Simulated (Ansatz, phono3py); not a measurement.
# CeO2 (Fm-3m): thermal conductivity with phono3py

Aim: with force constants in hand, see how mesh, solver, isotopes and boundaries change the conductivity of CeO2.

What experiment has found for this phase:
- thermal conductivity 10.8 W/m/K near room temperature (given in “Predicting the lattice thermal conductivity of solids by solving the Boltzmann transport equation: AFLOW - AAPL an automated, accurate and efficient framework”, 2017, arXiv:1611.05481)

Method: DFT PBEsol, scalar-relativistic, plane waves, PAW; PAW set soft_1, in the first sound run; inputs show where later runs differ, in Ansatz 0.2.0 and phono3py 4.10.0.

## 1. Set-up

Symmetry: Fm-3m, No. 225, cubic system. Conventional cell: a = 5.399 Å, b = 5.399 Å, c = 5.399 Å, α = 90.00°, β = 90.00°, γ = 90.00°. Nearest to Ce lie 8 O at 2.34 Å. O has 4 Ce at 2.34 Å nearest. Farther neighbours and most contacts between anions are not listed.

## 2. The earlier run that gave the force constants

input.yaml

```yaml
crystal:
  lattice:
    - [0.0, 2.6992869242, 2.6992869242]
    - [2.6992869242, 0.0, 2.6992869242]
    - [2.6992869242, 2.6992869242, 0.0]
  atoms:
    - { symbol: Ce, position: [0.0, 0.0, 0.0] }
    - { symbol: O, position: [0.25, 0.25, 0.25] }
    - { symbol: O, position: [0.75, 0.75, 0.75] }
kpoints:
  mp_grid: { grid: [12, 12, 12] }
hamiltonian:
  xc: pbesol
  pseudopotentials: { kind: paw, azcp: { folder: soft_1 }, xc_functional: pbe }
scf:
  occupations: { method: fixed }
  lower_state_search: "off"
output:
  eigenvalues: true
phonons:
  method: fd
  dielectric: true
  qmesh: [6, 6, 6]
  temperatures: { t_max: 1000, t_step: 50 }
  qpath:
    path:
      - [[0.0, 0.0, 0.0], [0.5, 0.0, 0.5], [0.5, 0.25, 0.75], [0.375, 0.375, 0.75], [0.0, 0.0, 0.0], [0.5, 0.5, 0.5], [0.625, 0.25, 0.625], [0.5, 0.25, 0.75], [0.5, 0.5, 0.5], [0.375, 0.375, 0.75]]
      - [[0.625, 0.25, 0.625], [0.5, 0.0, 0.5]]
    npoints: 10
  third_order: { supercell: [3, 3, 3], pair_cutoff: 4.825 }
  lattice_thermal_conductivity:
    qmesh: [19, 19, 19]
    temperatures: [100.0, 150.0, 200.0, 300.0, 400.0, 500.0, 600.0, 800.0]
    isotope_mass_variance:
      - { species: Ce, variance: 2.25e-05 }
      - { species: O, variance: 3.359e-05 }
    solution: relaxation_time
```

On the command line:

```sh
ansatz run input.yaml --threads 18 --pin off --max-ram 92160MiB --backend cuda --events-out ev --progress --plain --runs-dir out --max-vram 78GiB
```

Run time: 18 min. Hardware: 1 × NVIDIA GB200 with 18 threads of Arm Neoverse V2, shared host; peak memory 6.4 GiB; 3.3 h of CPU time.

This step gave:

| Item | Value |
| --- | --- |
| highest frequency | 571 cm⁻¹ |
| κ at 300 K (relaxation time) | 13.28 W/m/K |
| dipole term | run |
| third-order blocks | 2787 |

## 3. Relaxation-time solution

The base run: each mode relaxes on its own with natural isotopes, and rates are split into normal and umklapp parts.

This step: DFT PBEsol, scalar-relativistic, plane waves, PAW; PAW set soft_1; phono3py on Ansatz's force constants (phono3py 4.10.0).

phono3py.yaml

```yaml
phono3py:
  version: "4.10.0"
  frequency_unit_conversion_factor: 15.633302
  symmetry_tolerance: 1.00000e-05

physical_unit:
  atomic_mass: "AMU"
  length: "angstrom"

space_group:
  type: "Fm-3m"
  number: 225
  Hall_symbol: "-F 4 2 3"

primitive_matrix:
- [  1.000000000000000,  0.000000000000000,  0.000000000000000 ]
- [  0.000000000000000,  1.000000000000000,  0.000000000000000 ]
- [  0.000000000000000,  0.000000000000000,  1.000000000000000 ]

supercell_matrix:
- [   3,   0,   0 ]
- [   0,   3,   0 ]
- [   0,   0,   3 ]

# [primitive_cell block left out]
unit_cell:
  lattice:
  - [     0.000000000000000,     2.699286924200000,     2.699286924200000 ] # a
  - [     2.699286924200000,     0.000000000000000,     2.699286924200000 ] # b
  - [     2.699286924200000,     2.699286924200000,     0.000000000000000 ] # c
  points:
  - symbol: Ce # 1
    coordinates: [  0.000000000000000,  0.000000000000000,  0.000000000000000 ]
    mass: 140.116000
    reduced_to: 1
  - symbol: O # 2
    coordinates: [  0.250000000000000,  0.250000000000000,  0.250000000000000 ]
    mass: 15.999000
    reduced_to: 2
  - symbol: O # 3
    coordinates: [  0.750000000000000,  0.750000000000000,  0.750000000000000 ]
    mass: 15.999000
    reduced_to: 3

# [supercell block left out]
phonon_supercell_matrix:
- [   6,   0,   0 ]
- [   0,   6,   0 ]
- [   0,   0,   6 ]

# [phonon_primitive_cell block left out]
# [phonon_supercell block left out]
nac:
  born_effective_charge:
  - # 1 (Ce)
    - [  5.766628302692746,  0.000000000000000,  0.000000000000000 ]
    - [  0.000000000000000,  5.766628302692746,  0.000000000000000 ]
    - [  0.000000000000000,  0.000000000000000,  5.766628302692746 ]
  - # 2 (O)
    - [ -2.883314151346373,  0.000000000000000,  0.000000000000000 ]
    - [  0.000000000000000, -2.883314151346373,  0.000000000000000 ]
    - [  0.000000000000000,  0.000000000000000, -2.883314151346373 ]
  - # 3 (O)
    - [ -2.883314151346373,  0.000000000000000,  0.000000000000000 ]
    - [  0.000000000000000, -2.883314151346373,  0.000000000000000 ]
    - [  0.000000000000000,  0.000000000000000, -2.883314151346373 ]
  dielectric_constant:
    - [  7.840627509700767,  0.000000000000000,  0.000000000000000 ]
    - [  0.000000000000000,  7.840627509700767,  0.000000000000000 ]
    - [  0.000000000000000,  0.000000000000000,  7.840627509700767 ]
  unit_conversion_factor: 14.399645
```

On the command line:

```sh
phono3py phono3py.yaml --mesh 19 19 19 --br --isotope --nu --ts 100 150 200 300 400 500 600 800
```

What it wrote:

```text
Rust backend (phonors) using rayon (8 threads).
Running in phono3py.load mode.
Spglib version 2.8.0
----------------------------- General settings -----------------------------
Run mode: conductivity-RTA
HDF5 data compression filter: gzip
Crystal structure was read from "phono3py.yaml".
Supercell (dim): [3 3 3]
Phonon supercell (dim-fc2): [6 6 6]
Primitive matrix:
  [1. 0. 0.]
  [0. 1. 0.]
  [0. 0. 1.]
Spacegroup: Fm-3m (225)
Use -v option to watch primitive cell, unit cell, and supercell structures.
NAC parameters were read from "phono3py.yaml".
fc3 was read from "fc3.hdf5".
fc2 was read from "fc2.hdf5".
----------------------------- Force constants ------------------------------
Max drift of fc3: 0.00000300 (xxx) 0.00000300 (xxx) 0.00000300 (xxx)
Max drift of fc2: -0.00001600 (xx) -0.00001600 (xx)
--------------------------- Calculation settings ---------------------------
Non-analytical term correction (NAC): True
NAC unit conversion factor:  14.39964
BZ integration: Tetrahedron-method
Temperature:  100.0  150.0  200.0  300.0  400.0 ... 800.0
Cutoff frequency: 0.01
Mesh sampling: [ 19 19 19 ]
Generating grid system ... [ 19 19 19 ]
fc3-r2q-transformation over three atoms: True
--------------------------- Phonon calculations ----------------------------
Use NAC by Gonze et al. (no real space sum in current implementation)
  PRB 50, 13035(R) (1994), PRB 55, 10355 (1997)
  G-cutoff distance: 1.22, Number of G-points: 307, Lambda: 0.36
Running harmonic phonon calculations...
-------------------- Lattice thermal conductivity (RTA) --------------------
Running heat capacity calculations...
Running velocity calculations...
Running isotope scattering calculations with tetrahedron method...
======================= Grid point 0 (1/220) =======================
q-point: ( 0.00  0.00  0.00)
Boundary mean free path (millimeter): 1000.000
Mass variance parameters: 2.25e-05 3.36e-05 3.36e-05
Number of triplets: 220
Frequency     group velocity (x, y, z)     |gv|
  -0.008   (   0.000    0.000    0.000)    0.000
  -0.008   (   0.000    0.000    0.000)    0.000
  -0.008   (   0.000    0.000    0.000)    0.000
   8.313   (   0.000    0.000    0.000)    0.000
   8.313   (   0.000    0.000    0.000)    0.000
   8.313   (   0.000    0.000    0.000)    0.000
  12.987   (   0.000    0.000    0.000)    0.000
  12.987   (   0.000    0.000    0.000)    0.000
  12.987   (   0.000    0.000    0.000)    0.000
======================= Grid point 1 (2/220) =======================
q-point: ( 0.05  0.00  0.00)
Boundary mean free path (millimeter): 1000.000
Mass variance parameters: 2.25e-05 3.36e-05 3.36e-05
Number of triplets: 670
Frequency     group velocity (x, y, z)     |gv|
   0.629   ( -21.257   21.257   21.257)   36.818
   0.629   ( -21.257   21.257   21.257)   36.818
   1.027   ( -34.821   34.821   34.821)   60.311
   8.336   (  -1.549    1.549    1.549)    2.683
   8.336   (  -1.549    1.549    1.549)    2.683
  12.956   (   2.086   -2.086   -2.086)    3.613
  12.956   (   2.086   -2.086   -2.086)    3.613
[...]
[217 grid points left out]
======================= Grid point 1647 (220/220) =======================
q-point: (-0.26  0.47  0.21)
Boundary mean free path (millimeter): 1000.000
Mass variance parameters: 2.25e-05 3.36e-05 3.36e-05
Number of triplets: 1810
Frequency     group velocity (x, y, z)     |gv|
[...]
5.748   (  -0.554   27.798   -0.000)   27.804
   5.940   (  12.171  -20.580    0.000)   23.910
   6.056   (  -5.989    2.630    0.000)    6.541
   6.429   ( -20.136   -9.102    0.000)   22.098
  10.548   (   1.099   48.241   -0.000)   48.253
  11.021   (  -2.583  -45.179    0.000)   45.252
  13.850   (   2.460    2.547   -0.000)    3.541
  16.652   (   2.590   -1.619   -0.000)    3.054
=================== End of collection of collisions ===================
----------- Thermal conductivity (W/m-k) with tetrahedron method -----------
#  T(K)        xx         yy         zz         yz         xz         xy
  100.0      47.797     47.797     47.797     -0.000     -0.000      0.000
  150.0      27.456     27.456     27.456     -0.000     -0.000      0.000
  200.0      19.667     19.667     19.667     -0.000     -0.000      0.000
  300.0      12.740     12.740     12.740     -0.000     -0.000      0.000
  400.0       9.471      9.471      9.471     -0.000     -0.000      0.000
  500.0       7.549      7.549      7.549     -0.000     -0.000      0.000
  600.0       6.278      6.278      6.278     -0.000     -0.000      0.000
  800.0       4.700      4.700      4.700     -0.000     -0.000      0.000

Thermal conductivity related properties were written into
"kappa-m191919.hdf5".
Summary of calculation was written in "phono3py.yaml".
```

Elapsed: 2.1 min, on 8 threads of Intel Xeon Platinum 8375C at 2.90GHz (Ice Lake), shared host; peak memory 0.17 GiB; 13 min of CPU time.

Numbers from this step:

| Item | Value |
| --- | --- |
| κ at 300 K | 12.74 W/m/K |
| κ xx, yy, zz at 300 K | 12.74, 12.74, 12.74 W/m/K |
| normal share of three-phonon scattering at 300 K | 0.473 |

W/m/K. Kappa, by row:

```
T (K)     xx     yy     zz  yz  xz  xy
  100   47.8   47.8   47.8   0   0   0
  150  27.46  27.46  27.46   0   0   0
  200  19.67  19.67  19.67   0   0   0
  300  12.74  12.74  12.74   0   0   0
  400  9.471  9.471  9.471   0   0   0
  500  7.549  7.549  7.549   0   0   0
  600  6.278  6.278  6.278   0   0   0
  800    4.7    4.7    4.7   0   0   0
```

The lattice thermal conductivity, xx by temperature:

| temperature (K) | lattice thermal conductivity, xx (W/m/K) |
| --- | --- |
| 100 | 47.8 |
| 150 | 27.5 |
| 200 | 19.7 |
| 300 | 12.7 |
| 400 | 9.47 |
| 500 | 7.55 |
| 600 | 6.28 |
| 800 | 4.7 |

Table of mean scattering rate at 300 K by frequency:

```csv
frequency (THz),normal (1/ps),umklapp (1/ps)
0.36,0.0103,0.00116
1.07,0.0335,0.00855
1.78,0.0783,0.0284
2.50,0.124,0.0637
3.21,0.121,0.109
3.93,0.129,0.174
4.64,0.206,0.224
5.35,0.314,0.305
6.07,0.418,0.464
6.78,0.471,0.708
7.50,0.546,0.691
8.21,0.52,0.526
8.92,0.596,0.69
9.64,0.717,0.941
10.35,0.666,0.82
11.07,0.665,0.719
11.78,0.791,0.854
12.49,0.722,0.85
13.21,0.683,0.955
13.92,0.546,1.13
14.64,-,-
15.35,2.08,2.66
16.06,1.98,2.3
16.78,1.72,3.19
```

The base value at 300 K is 12.7 W/(m K).

The lattice thermal conductivity, xx is 12.7 W/m/K at 300 K, going as T^-1.0 above 200 K.

## 4. Two programs, one set of constants

This step: DFT PBEsol, scalar-relativistic, plane waves, PAW; PAW set soft_1 (Ansatz 0.2.0).

Ansatz's figure includes its coherence part. Comparison, by row:

```csv
T (K),Ansatz RTA (W/m/K),phono3py RTA (W/m/K),difference (%)
100,48.66,47.8,-1.77
150,28.02,27.46,-2
200,20.2,19.67,-2.62
300,13.28,12.74,-4.07
400,10.02,9.471,-5.48
500,8.102,7.549,-6.83
600,6.833,6.278,-8.12
800,5.252,4.7,-10.51
```

## 5. Without isotopes, third order supercell 3×3×3, supercell 6×6×6

Leaving out the isotope term shows how much the natural mass disorder scatters.

This step: DFT PBEsol, scalar-relativistic, plane waves, PAW; PAW set soft_1; phono3py on Ansatz's force constants (phono3py 4.10.0).

phono3py.yaml is that of step 3.

On the command line:

```sh
phono3py phono3py.yaml --mesh 19 19 19 --br --ts 100 150 200 300 400 500 600 800
```

What it wrote:

```text
[banner, memory and clock lines left out]
Rust backend (phonors) using rayon (8 threads).
Running in phono3py.load mode.
Spglib version 2.8.0
----------------------------- General settings -----------------------------
Run mode: conductivity-RTA
HDF5 data compression filter: gzip
Crystal structure was read from "phono3py.yaml".
Supercell (dim): [3 3 3]
Phonon supercell (dim-fc2): [6 6 6]
Primitive matrix:
  [1. 0. 0.]
  [0. 1. 0.]
  [0. 0. 1.]
Spacegroup: Fm-3m (225)
Use -v option to watch primitive cell, unit cell, and supercell structures.
NAC parameters were read from "phono3py.yaml".
fc3 was read from "fc3.hdf5".
fc2 was read from "fc2.hdf5".
----------------------------- Force constants ------------------------------
Max drift of fc3: 0.00000300 (xxx) 0.00000300 (xxx) 0.00000300 (xxx)
Max drift of fc2: -0.00001600 (xx) -0.00001600 (xx)
--------------------------- Calculation settings ---------------------------
Non-analytical term correction (NAC): True
NAC unit conversion factor:  14.39964
BZ integration: Tetrahedron-method
Temperature:  100.0  150.0  200.0  300.0  400.0 ... 800.0
Cutoff frequency: 0.01
Mesh sampling: [ 19 19 19 ]
Generating grid system ... [ 19 19 19 ]
fc3-r2q-transformation over three atoms: True
--------------------------- Phonon calculations ----------------------------
  PRB 50, 13035(R) (1994), PRB 55, 10355 (1997)
  G-cutoff distance: 1.22, Number of G-points: 307, Lambda: 0.36
Running harmonic phonon calculations...
-------------------- Lattice thermal conductivity (RTA) --------------------
Running heat capacity calculations...
Running velocity calculations...
======================= Grid point 0 (1/220) =======================
q-point: ( 0.00  0.00  0.00)
Boundary mean free path (millimeter): 1000.000
Number of triplets: 220
Frequency     group velocity (x, y, z)     |gv|
  -0.008   (   0.000    0.000    0.000)    0.000
  -0.008   (   0.000    0.000    0.000)    0.000
  -0.008   (   0.000    0.000    0.000)    0.000
   8.313   (   0.000    0.000    0.000)    0.000
   8.313   (   0.000    0.000    0.000)    0.000
   8.313   (   0.000    0.000    0.000)    0.000
  12.987   (   0.000    0.000    0.000)    0.000
  12.987   (   0.000    0.000    0.000)    0.000
  12.987   (   0.000    0.000    0.000)    0.000
======================= Grid point 1 (2/220) =======================
q-point: ( 0.05  0.00  0.00)
Boundary mean free path (millimeter): 1000.000
Number of triplets: 670
Frequency     group velocity (x, y, z)     |gv|
   0.629   ( -21.257   21.257   21.257)   36.818
   0.629   ( -21.257   21.257   21.257)   36.818
   1.027   ( -34.821   34.821   34.821)   60.311
   8.336   (  -1.549    1.549    1.549)    2.683
   8.336   (  -1.549    1.549    1.549)    2.683
  12.956   (   2.086   -2.086   -2.086)    3.613
  12.956   (   2.086   -2.086   -2.086)    3.613
[...]
[217 grid points left out]
======================= Grid point 1647 (220/220) =======================
q-point: (-0.26  0.47  0.21)
Boundary mean free path (millimeter): 1000.000
Number of triplets: 1810
Frequency     group velocity (x, y, z)     |gv|
[...]
5.748   (  -0.554   27.798   -0.000)   27.804
   5.940   (  12.171  -20.580    0.000)   23.910
   6.056   (  -5.989    2.630    0.000)    6.541
   6.429   ( -20.136   -9.102    0.000)   22.098
  10.548   (   1.099   48.241   -0.000)   48.253
  11.021   (  -2.583  -45.179    0.000)   45.252
  13.850   (   2.460    2.547   -0.000)    3.541
  16.652   (   2.590   -1.619   -0.000)    3.054
=================== End of collection of collisions ===================
----------- Thermal conductivity (W/m-k) with tetrahedron method -----------
#  T(K)        xx         yy         zz         yz         xz         xy
  100.0      48.215     48.215     48.215     -0.000     -0.000      0.000
  150.0      27.583     27.583     27.583     -0.000     -0.000      0.000
  200.0      19.730     19.730     19.730     -0.000     -0.000      0.000
  300.0      12.766     12.766     12.766     -0.000     -0.000      0.000
  400.0       9.486      9.486      9.486     -0.000     -0.000      0.000
  500.0       7.558      7.558      7.558     -0.000     -0.000      0.000
  600.0       6.285      6.285      6.285     -0.000     -0.000      0.000
  800.0       4.704      4.704      4.704     -0.000     -0.000      0.000

Thermal conductivity related properties were written into
"kappa-m191919.hdf5".
Summary of calculation was written in "phono3py.yaml".
```

Run time: 1.9 min. Hardware: 8 threads; peak memory 0.17 GiB; 11 min of CPU time.

Numbers from this step:

| Item | Value |
| --- | --- |
| κ at 300 K | 12.77 W/m/K |
| κ xx, yy, zz at 300 K | 12.77, 12.77, 12.77 W/m/K |

W/m/K. Kappa, by row:

| T (K) | xx | yy | zz | yz | xz | xy |
| --- | --- | --- | --- | --- | --- | --- |
| 100 | 48.22 | 48.22 | 48.22 | 0 | 0 | 0 |
| 150 | 27.58 | 27.58 | 27.58 | 0 | 0 | 0 |
| 200 | 19.73 | 19.73 | 19.73 | 0 | 0 | 0 |
| 300 | 12.77 | 12.77 | 12.77 | 0 | 0 | 0 |
| 400 | 9.486 | 9.486 | 9.486 | 0 | 0 | 0 |
| 500 | 7.558 | 7.558 | 7.558 | 0 | 0 | 0 |
| 600 | 6.285 | 6.285 | 6.285 | 0 | 0 | 0 |
| 800 | 4.704 | 4.704 | 4.704 | 0 | 0 | 0 |

κ at 300 K goes from 12.7 in the base run to 12.8 W/(m K).

(Part 1 of 5 ends here.)

[Logs are printed without paths, hosts, clocks, repeated set-up lines and the standing remarks that a program may print on its own settings, such as how far it seeks lower states.]

[Hosts, paths, dates, database ids (printed as entryN), source tags and the programs' standing remarks are cut or masked in the printed files.]

[A step with changed settings may run another functional than the one named; its input shows which.]

[Pressures of single members of a volume series are the stress at the run's cutoff; with an incomplete basis they can lie off −dE/dV of the same runs, and they are not shown converged.]
